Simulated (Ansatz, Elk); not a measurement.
**How far do independent atoms describe LuZn2Si2?**

The structure of LuZn2Si2 used here is made up (a known structure type with other elements) and was relaxed beforehand with PBE. The aim is the Fourier transform of its all-electron density, F(hkl), set beside the sum over free spherical atoms that refinements use.

Method: DFT, PBE, all-electron APW+lo, Dirac cores, scalar-relativistic bands, static density, no spin, in Elk 11.2.3 (patched build).

The structure was built from a prototype and need not be the compound's stable phase.

### 1. The structure

Symmetry: I4/mmm, No. 139, tetragonal system. The conventional cell has a = 3.940 Å, b = 3.940 Å, c = 11.075 Å, α = 90.00°, β = 90.00°, γ = 90.00°. Lu has 8 Si at 3.02 Å nearest. Nearest to Zn lie 4 Si at 2.53 Å and 4 Zn at 2.79 Å. Si has 1 Si at 2.35 Å and 4 Zn at 2.53 Å and 4 Lu at 3.02 Å nearest. Farther neighbours are not listed.

### 2. Ground state and structure factors

An all-electron density is needed, since X-rays see the cores too. Task 0 finds the density and task 195 Fourier-transforms it; tshift is off so that phases refer to the origin typed.

elk.in reads:

```
tasks
  0
  195

xctype
  20

spinpol
  .false.

rgkmax
  7.0

gmaxvr
  14.0

lmaxo
  7

lmaxapw
  8

swidth
  0.002

tshift
  .false.

ramdisk
  .false.

hmaxvr
  5.5

maxscl
  120

epspot
  1e-06

sppath
  './'

avec
  -3.72258719177 3.72258719177 10.46394350983
  3.72258719177 -3.72258719177 10.46394350983
  3.72258719177 3.72258719177 -10.46394350983

atoms
  3
  'Lu.in'
  1
  0.0000000000 0.0000000000 0.0000000000   0.000000 0.000000 0.000000
  'Zn.in'
  2
  0.2500000000 0.7500000000 0.5000000000   0.000000 0.000000 0.000000
  0.7500000000 0.2500000000 0.5000000000   0.000000 0.000000 0.000000
  'Si.in'
  2
  0.6060292929 0.6060292929 0.0000000000   0.000000 0.000000 0.000000
  0.3939707071 0.3939707071 0.0000000000   0.000000 0.000000 0.000000

ngridk
  8 8 8
```

On the command line:

```bash
OMP_NUM_THREADS=4 elk
```

Numbers of over 12 decimals in the logs are rounded to 6 here.

Log:

```text
┌─────────────────────────┐
│ Elk code version 11.2.3 │
└─────────────────────────┘

All units are atomic (Hartree, Bohr, etc.)

┌─────────────────────────────────────────────────┐
│ Ground-state run starting from atomic densities │
└─────────────────────────────────────────────────┘

Lattice vectors :
  -3.722587192       3.722587192       10.46394351
   3.722587192      -3.722587192       10.46394351
   3.722587192       3.722587192      -10.46394351

Reciprocal lattice vectors :
  0.2137282503E-16  0.8439272183      0.3002302765
  0.8439272183      0.2137282503E-16  0.3002302765
  0.8439272183      0.8439272183     -0.3325155931E-17

Unit cell volume      :    580.0228932
Brillouin zone volume :   0.4276559018

Muffin-tin inner radius fraction :   0.1000000000E-01

Nuclei treated as point charges

Species : 1 (Lu)
 parameters loaded from : Lu.in
 name : lutetium
 nuclear charge    :   -71.00000000
 electronic charge :    71.00000000
 atomic mass :    318945.3298
 muffin-tin radius :    2.800000000
 number of radial points in muffin-tin :   1393
 inner part over the whole radius :   0.9962478555E-02
 number on inner part of muffin-tin    :    999
 approximate nuclear radius :   0.9954169502E-04
 number of mesh points to nuclear radius :    517
 atomic positions (lattice), magnetic fields (Cartesian) :
  1 :   0.00000000  0.00000000  0.00000000    0.00000000  0.00000000  0.00000000

Species : 2 (Zn)
 parameters loaded from : Zn.in
 name : zinc
 nuclear charge    :   -30.00000000
 electronic charge :    30.00000000
 atomic mass :    119233.3130
 muffin-tin radius :    2.400000000
 number of radial points in muffin-tin :    993
 inner part over the whole radius :   0.9843840322E-02
 number on inner part of muffin-tin    :    701
 approximate nuclear radius :   0.7484757725E-04
 number of mesh points to nuclear radius :    337
 atomic positions (lattice), magnetic fields (Cartesian) :
  1 :   0.25000000 -0.25000000  0.50000000    0.00000000  0.00000000  0.00000000
  2 :  -0.25000000  0.25000000  0.50000000    0.00000000  0.00000000  0.00000000

Species : 3 (Si)
 parameters loaded from : Si.in
 name : silicon
 nuclear charge    :   -14.00000000
 electronic charge :    14.00000000
 atomic mass :    51196.73458
 muffin-tin radius :    2.193969063
 number of radial points in muffin-tin :    793
 inner part over the whole radius :   0.9907870669E-02
 number on inner part of muffin-tin    :    553
 approximate nuclear radius :   0.5963282101E-04
 number of mesh points to nuclear radius :    246
 atomic positions (lattice), magnetic fields (Cartesian) :
  1 :  -0.39397071 -0.39397071  0.00000000    0.00000000  0.00000000  0.00000000
  2 :   0.39397071  0.39397071  0.00000000    0.00000000  0.00000000  0.00000000

Total number of atoms per unit cell :    5
Total muffin-tin volume :    296.2368615
 ratio of muffin-tin to unit cell volume :   0.5107330504

Spin treatment :
 spin-unpolarised

Number of Bravais lattice symmetries :   16
Number of crystal symmetries         :   16
Crystal has inversion symmetry
Real symmetric eigensolver will be used

k-point grid :      8     8     8
k-point offset :    0.000000000       0.000000000       0.000000000
k-point set is reduced with full crystal symmetry group
Total number of k-points :       59

Muffin-tin radius times maximum |G+k| :    7.000000000
 using average radius
Maximum |G+k| for APW functions       :    2.919601322
Maximum (1/2)|G+k|²                   :    4.262035940
Maximum |G| for potential and density :    14.00000000
Constant for pseudocharge density :   10
 order of it for each species :   17  17  17
 order of it for pair densities of each species (exact exchange by exxq0 0: 18) :   13  10   7
Radial integration step length :    1

G-vector grid sizes :     54    54    54
Number of G-vectors :    26867

Maximum angular momentum used for
 APW functions            :    8
 outer part of muffin-tin :    7
 inner part of muffin-tin :    2

Total nuclear charge    :   -159.0000000
[...]
correlation                 :     -8.275229
 electron entropic           :    -0.52218984149445E-03
 total energy                :     -18754.530531406

Density of states at Fermi energy :    39.68829383
 (states/Hartree/unit cell)

Estimated indirect band gap :   0.8389071190E-03
 from k-point 19 to k-point 20
Estimated direct band gap   :   0.5973882739E-02
 at k-point 19

Charges :
 core                        :    90.00000000
 valence                     :    69.00000000
 interstitial                :    7.433206376
 muffin-tins (core leakage)
  species : 1 (Lu)
   atom 1                    :    69.07055111     (  0.3466579557E-06)
  species : 2 (Zn)
[...]
species : 3 (Si)
[...]
total in muffin-tins        :    151.5667936
 total calculated charge     :    158.9969047
 total charge                :    159.0000000
 error                       :   0.3095300839E-02

RMS change in Kohn-Sham potential (target) :   0.3671138582     (  0.1000000000E-05)
Absolute change in total energy (target)   :   0.3506688412     (  0.1000000000E-03)

[... loops 3 to 14 left out ...]

┌──────────────────┐
│ Loop number : 15 │
└──────────────────┘

Energies :
 Fermi                       :     0.291342
 sum of occupied eigenvalues :     -11284.226079365
 electron kinetic            :      20494.460684282
 core electron kinetic       :      19565.341546602
 Coulomb                     :     -38760.478579762
 Coulomb potential           :     -31142.897096014
 nuclear-nuclear             :     -1842.0700756335
 electron-nuclear            :     -42731.872616368
 Hartree                     :      5813.4641122398
 Madelung                    :     -23189.030031755
 xc potential                :     -635.78966763304
 exchange                    :     -479.17857547340
 correlation                 :     -8.288135
 electron entropic           :    -0.52172219519165E-03
 total energy                :     -18753.485127642

Density of states at Fermi energy :    38.40853145
 (states/Hartree/unit cell)

Estimated indirect band gap :   0.9375497098E-03
 from k-point 21 to k-point 28
Estimated direct band gap   :   0.5633375323E-02
 at k-point 49

Charges :
 core                        :    90.00000000
 valence                     :    69.00000000
 interstitial                :    7.217351451
 muffin-tins (core leakage)
  species : 1 (Lu)
[...]
species : 2 (Zn)
[...]
species : 3 (Si)
[...]
total in muffin-tins        :    151.7826485
 total calculated charge     :    158.9968772
 total charge                :    159.0000000
 error                       :   0.3122818830E-02

RMS change in Kohn-Sham potential (target) :   0.4902054585E-06 (  0.1000000000E-05)
Absolute change in total energy (target)   :   0.2491478153E-04 (  0.1000000000E-03)

Convergence targets achieved

┌──────────────────┐
│ Loop number : 16 │
└──────────────────┘

Energies :
 Fermi                       :     0.291342
 sum of occupied eigenvalues :     -11284.226053529
 electron kinetic            :      20494.460683237
 core electron kinetic       :      19565.341549366
 Coulomb                     :     -38760.478565841
 Coulomb potential           :     -31142.897091923
 nuclear-nuclear             :     -1842.0700756335
 electron-nuclear            :     -42731.872593199
 Hartree                     :      5813.4641029917
 Madelung                    :     -23189.030019879
 xc potential                :     -635.78964484329
 exchange                    :     -479.17857463647
 correlation                 :     -8.288135
 electron entropic           :    -0.52172238032319E-03
 total energy                :     -18753.485113909

Density of states at Fermi energy :    38.40854238
 (states/Hartree/unit cell)

Estimated indirect band gap :   0.9375130441E-03
 from k-point 21 to k-point 28
Estimated direct band gap   :   0.5633408559E-02
 at k-point 49

Charges :
 core                        :    90.00000000
 valence                     :    69.00000000
 interstitial                :    7.217351282
 muffin-tins (core leakage)
  species : 1 (Lu)
[...]
species : 2 (Zn)
[...]
atom 2                    :    29.02440731     (  0.8106350779E-04)
  species : 3 (Si)
   atom 1                    :    12.25978112     (  0.1393625990E-02)
   atom 2                    :    12.25978112     (  0.1393625990E-02)
 total in muffin-tins        :    151.7826487
 total calculated charge     :    158.9968772
 total charge                :    159.0000000
 error                       :   0.3122819214E-02

┌──────────────────────────────┐
│ Self-consistent loop stopped │
└──────────────────────────────┘

Warning : core states of species 3 leak from the muffin-tin :   0.1393625990E-02

Wrote STATE.OUT
```

Elapsed: 43 s, on 4 threads of Intel Xeon Platinum 8488C (Sapphire Rapids), shared host; peak memory 0.27 GiB; 2.2 min of CPU time.

SFACRHO.OUT:

```text

h k l indices transformed by vhmat matrix:
   1.000000000       0.000000000       0.000000000    
   0.000000000       1.000000000       0.000000000    
   0.000000000       0.000000000       1.000000000    

      h      k      l  multipl.   |H|            Re(F)            Im(F)           |F|

      0      0      0      1   0.0000000       159.00000      0.16605243E-15   159.00000    
     -1     -1      1      2  0.60046055       16.966435      0.32197739E-13   16.966435    
      1      0      0      8  0.89574068       46.614845      0.40247173E-14   46.614845    
      0      0      1      4   1.1934933       31.786771      0.59671657E-14   31.786771    
      2      2     -2      2   1.2009211       92.954539      0.70935643E-13   92.954539    
      2      1     -2      8   1.2342841       69.238678     -0.60370760E-14   69.238678    
      0     -2      1      8   1.3360311       112.59422     -0.10061793E-13   112.59422    
      1     -1     -1      4   1.6878544       117.91730      0.52488674E-14   117.91730    
     -2     -2      1      8   1.6931148      -3.4181735      0.11067973E-13   3.4181735    
      2      3     -2      8   1.7221117       72.991953     -0.15344235E-13   72.991953    
     -2      0      0      8   1.7914814       16.130678      0.21129766E-13   16.130678    
     -3     -3      3      2   1.8013817       1.0444935     -0.30185380E-14   1.0444935    
     -2      1      0     16   1.9108124       40.999821     -0.40247173E-14   40.999821    
     -1     -3      1      8   2.0714884       78.460949     -0.47290428E-13   78.460949    
      0      3     -2     16   2.0910069       58.808583     -0.50308966E-14   58.808583    
     -3     -3      4      8   2.1608800       80.615475     -0.38234815E-13   80.615475    
     -4     -3      4      8   2.2647264       51.202548      0.20123587E-14   51.202548    
     -2      2      0      4   2.3869866       101.75716     -0.35036871E-15   101.75716
```

Elk indexes on the primitive cell of elk.in and gives |H| = 4π sin θ/λ in inverse bohr. Below, one row stands for each form hkl of the conventional cell (m members, Friedel mates merged), F is for one primitive cell and the density is static (no thermal factor). Free-atom factors are Waasmaier and Kirfel's, and R is Σm||F|−|F'||/Σm|F|.

```tsv
hkl	m	sin θ/λ (Å⁻¹)	abs F, DFT	neutral atoms	diff.
002	2	0.090	16.966	16.767	+0.199
101	8	0.135	46.615	46.923	-0.308
110	4	0.179	31.787	31.594	+0.193
004	2	0.181	92.954	93.495	-0.540
103	8	0.186	69.239	69.329	-0.090
112	8	0.201	112.594	113.094	-0.500
200	4	0.254	117.917	118.769	-0.852
114	8	0.255	3.418	3.874	-0.456
105	8	0.259	72.992	73.261	-0.269
202	8	0.269	16.131	15.850	+0.281
006	2	0.271	1.044	0.540	+0.504
211	16	0.287	41.000	40.994	+0.005
204	8	0.311	78.461	78.799	-0.338
213	16	0.314	58.809	59.031	-0.223
```

### 3. The highest occupied states alone

An energy window below the Fermi level keeps the highest occupied states, to see at which angles they scatter; shallow core shells can lie inside it and anion s states outside. No new self-consistency is needed.

Edit elk.in of step 2 so:

```diff
@@ -1,3 +1,2 @@
 tasks
-  0
   195
@@ -40,2 +39,5 @@
 
+wsfac
+  -0.076150 0.591340
+
 sppath
```

On the command line:

```bash
OMP_NUM_THREADS=4 elk
```

Log:

```text
┌─────────────────────────────────┐
│ Elk code version 11.2.3 started │
└─────────────────────────────────┘

Info(readinput): the functional depends on the density's gradient
 muffin-tin radial points multiplied by    2.00000
 (not where nrmtscf is given)

┌────────────────────┐
│ Current task : 195 │
└────────────────────┘
Info(checkmt): changed muffin-tin radius of species 3 (Si) from   2.2000 to   2.1940

Info(sfacrho): density structure factors written to SFACRHO.OUT

 Energy window :  -0.7615000000E-01  0.5913400000

┌──────────────────┐
│ Elk code stopped │
└──────────────────┘
```

Elapsed: 8.4 s, on 4 threads; peak memory 0.18 GiB.

States within 10 eV below the Fermi level hold 47.22 electrons; any levels below the window count with the cores, and a count that is not whole means the window cuts a band. Their amplitudes can exceed the total, where window and core parts have opposite phase:

```tsv
hkl	sin θ/λ (Å⁻¹)	abs F, window	abs F, all
002	0.090	4.990	16.966
101	0.135	11.034	46.615
110	0.179	2.685	31.787
004	0.181	26.522	92.954
103	0.186	12.435	69.239
112	0.201	26.523	112.594
200	0.254	22.715	117.917
114	0.255	2.070	3.418
105	0.259	10.324	72.992
202	0.269	1.819	16.131
```

### 4. Another functional

The difference from free atoms is small, so it is set against the change that PBEsol makes.

Edit elk.in of step 3 so:

```diff
@@ -1,2 +1,3 @@
 tasks
+  0
   195
@@ -4,3 +5,3 @@
 xctype
-  20
+  22
 
@@ -39,5 +40,2 @@
 
-wsfac
-  -0.076150 0.591340
-
 sppath
```

On the command line:

```bash
OMP_NUM_THREADS=4 elk
```

Log:

```text
┌─────────────────────────┐
│ Elk code version 11.2.3 │
└─────────────────────────┘

All units are atomic (Hartree, Bohr, etc.)

┌─────────────────────────────────────────────────┐
│ Ground-state run starting from atomic densities │
└─────────────────────────────────────────────────┘

Lattice vectors :
  -3.722587192       3.722587192       10.46394351
   3.722587192      -3.722587192       10.46394351
   3.722587192       3.722587192      -10.46394351

Reciprocal lattice vectors :
  0.2137282503E-16  0.8439272183      0.3002302765
[...]
species : 1 (Lu)
[...]
species : 2 (Zn)
[...]
species : 3 (Si)
   atom 1                    :    12.24994658     (  0.1407901195E-02)
   atom 2                    :    12.24994658     (  0.1407901195E-02)
 total in muffin-tins        :    151.7860186
 total calculated charge     :    158.9968392
 total charge                :    159.0000000
 error                       :   0.3160794574E-02

┌──────────────────────────────┐
│ Self-consistent loop stopped │
└──────────────────────────────┘

Warning : core states of species 3 leak from the muffin-tin :   0.1407901195E-02

Wrote STATE.OUT
[key lines of the parts left out:]
total energy                :     -18745.180165866
```

The job ended after 44 s (4 threads; peak memory 0.3 GiB; 2.3 min of CPU time).

Against the first run R = 0.02 %; the largest change is -0.026 at 008.

### 5. A coarser k-mesh

About half the k-points along each axis test the sampling.

Edit elk.in of step 4 so:

```diff
@@ -5,3 +5,3 @@
 xctype
-  22
+  20
 
@@ -63,2 +63,2 @@
 ngridk
-  8 8 8
+  4 4 4
```

On the command line:

```bash
OMP_NUM_THREADS=4 elk
```

Log:

```text
┌─────────────────────────┐
│ Elk code version 11.2.3 │
└─────────────────────────┘

All units are atomic (Hartree, Bohr, etc.)

┌─────────────────────────────────────────────────┐
│ Ground-state run starting from atomic densities │
└─────────────────────────────────────────────────┘

Lattice vectors :
  -3.722587192       3.722587192       10.46394351
   3.722587192      -3.722587192       10.46394351
   3.722587192       3.722587192      -10.46394351

Reciprocal lattice vectors :
  0.2137282503E-16  0.8439272183      0.3002302765
[...]
species : 1 (Lu)
[...]
species : 2 (Zn)
[...]
species : 3 (Si)
   atom 1                    :    12.25866132     (  0.1393249041E-02)
   atom 2                    :    12.25866132     (  0.1393249041E-02)
 total in muffin-tins        :    151.7831335
 total calculated charge     :    158.9969252
 total charge                :    159.0000000
 error                       :   0.3074797195E-02

┌──────────────────────────────┐
│ Self-consistent loop stopped │
└──────────────────────────────┘

Warning : core states of species 3 leak from the muffin-tin :   0.1393249041E-02

Wrote STATE.OUT
[key lines of the parts left out:]
total energy                :     -18753.480550665
```

Wall time 21 s (4 threads); peak memory 0.26 GiB.

Against the first run R = 0.00 %; the largest change is +0.053 at 004.

### 6. Settings against the effect

```tsv
run	R against the first run (%)	R against neutral atoms, low angle (%)	wall time
PBE, rgkmax 7	0.00	0.54	43 s
PBEsol	0.02	0.55	44 s
k-mesh 4×4×4	0.00	0.55	21 s
```

### 7. Summary of results

```yaml
r_against_neutral_atoms_sin_theta_lambda_0p3_a_minus1: 0.54 %
r_against_neutral_atoms_0p3_to_0p82_a_minus1: 0.23 %
```

In words: Independent neutral atoms miss the calculated amplitudes by R = 0.54 % below 0.3 Å⁻¹ and 0.23 % from there to 0.82 Å⁻¹; by shells, 0.70 % below 0.15 Å⁻¹ (2 forms), 0.53 % 0.15 to 0.3 (10 forms), 0.29 % 0.3 to 0.45 (20 forms), 0.22 % above 0.45 (116 forms). Bonding, aspherical density and the tables' own atoms all enter these figures, and the runs don't part them. The largest change of an amplitude is -0.85 electrons, at 200. Weak lines can change much in proportion: 006 goes from 0.54 to 1.04. The window's part falls from 47.2 electrons at the origin to at most 10.99 between 0.45 and 0.82 Å⁻¹, where compact states inside the window still scatter. Below 0.3 Å⁻¹ the changes that finished (PBEsol and k-mesh 4×4×4) move F by R = 0.02 % at most, against the 0.54 % that separates it from free atoms. The basis has no finished test. Spin-orbit coupling is left out, which can matter for elements this heavy. Part of the difference isn't bonding: the tables are fits to free atoms and ions calculated by other methods than this functional. Thermal motion, anomalous dispersion and extinction are left out.

[Logs are printed without paths, hosts, clocks, repeated set-up lines and the standing remarks that a program may print on its own settings, such as how far it seeks lower states.]

[Hosts, paths, dates, database ids (printed as entryN), source tags and the programs' standing remarks are cut or masked in the printed files.]
